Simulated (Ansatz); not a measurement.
# Gap against strain: armchair BAs nanoribbon (N = 6, H edges)

**Method.** Ansatz 0.2.0, plane waves with PAW datasets, PBE, Fermi-Dirac smearing of 0.05 eV, no spin-orbit coupling. The period is scaled from its relaxed value of 5.881 Å and the atoms relax, within the symmetry of the start, at each strain ε (in %); gaps, in eV, are read on a band path.

```tsv
period (Å)	energy (eV a cell)	place of the conduction minimum (Γ = 0, Z = 1)	ε	gap
5.646	+0.282	0.00	−4	0.9364
5.881	0.000	0.00	0	1.051
5.999	+0.066	0.00	2	1.108
6.116	+0.259	0.00	4	1.163
6.234	+0.568	0.00	6	1.22
```

One run is withheld: period (Å) = 5.763, with ε = −2. Fit a straight line gap = a + b × ε to the 5 rows shown and predict it.

**Fit.** The means are 1.6 for ε and 1.096 for gap. The sum of products of deviations is 1.675 and the sum of squares in ε is 59.2, so b = 1.675 / 59.2 = 0.0283 and a = 1.096 − (0.0283) × 1.6 = 1.051. The residuals' standard deviation, with 3 degrees of freedom, is σ = 0.0011.

**Prediction.** gap = 1.051 + (0.0283) × −2 = 0.9939. The run gave 0.9936, so the prediction less the run is +0.00031. The standard error of a prediction there, σ√(1 + 1/5 + (−2 − 1.6)²/59.2), is 0.0013, and the miss is 0.25 times that, for a point between the fitted rows. With so few rows σ is itself uncertain.

The gap widens at every step from compression to tension.

Caveats: Kohn-Sham gaps of a wire among periodic images, which in a check on one flat ribbon (7 Å apart) lowered the gap by 0.2 eV and flattened the slope; the slope b × 100 is a mean deformation potential of the gap, in eV per unit strain. Between neighbouring runs it lies between 2.8 and 2.9 eV. The unstrained row comes from a denser mesh than the others, which shifts its energy a little. Series of this kind are told only where this holds: a gap at every strain (compound wires with polar facets were set aside first). 88 of 101 did.

[Logs are printed without paths, hosts, clocks, repeated set-up lines and the standing remarks that a program may print on its own settings, such as how far it seeks lower states.]
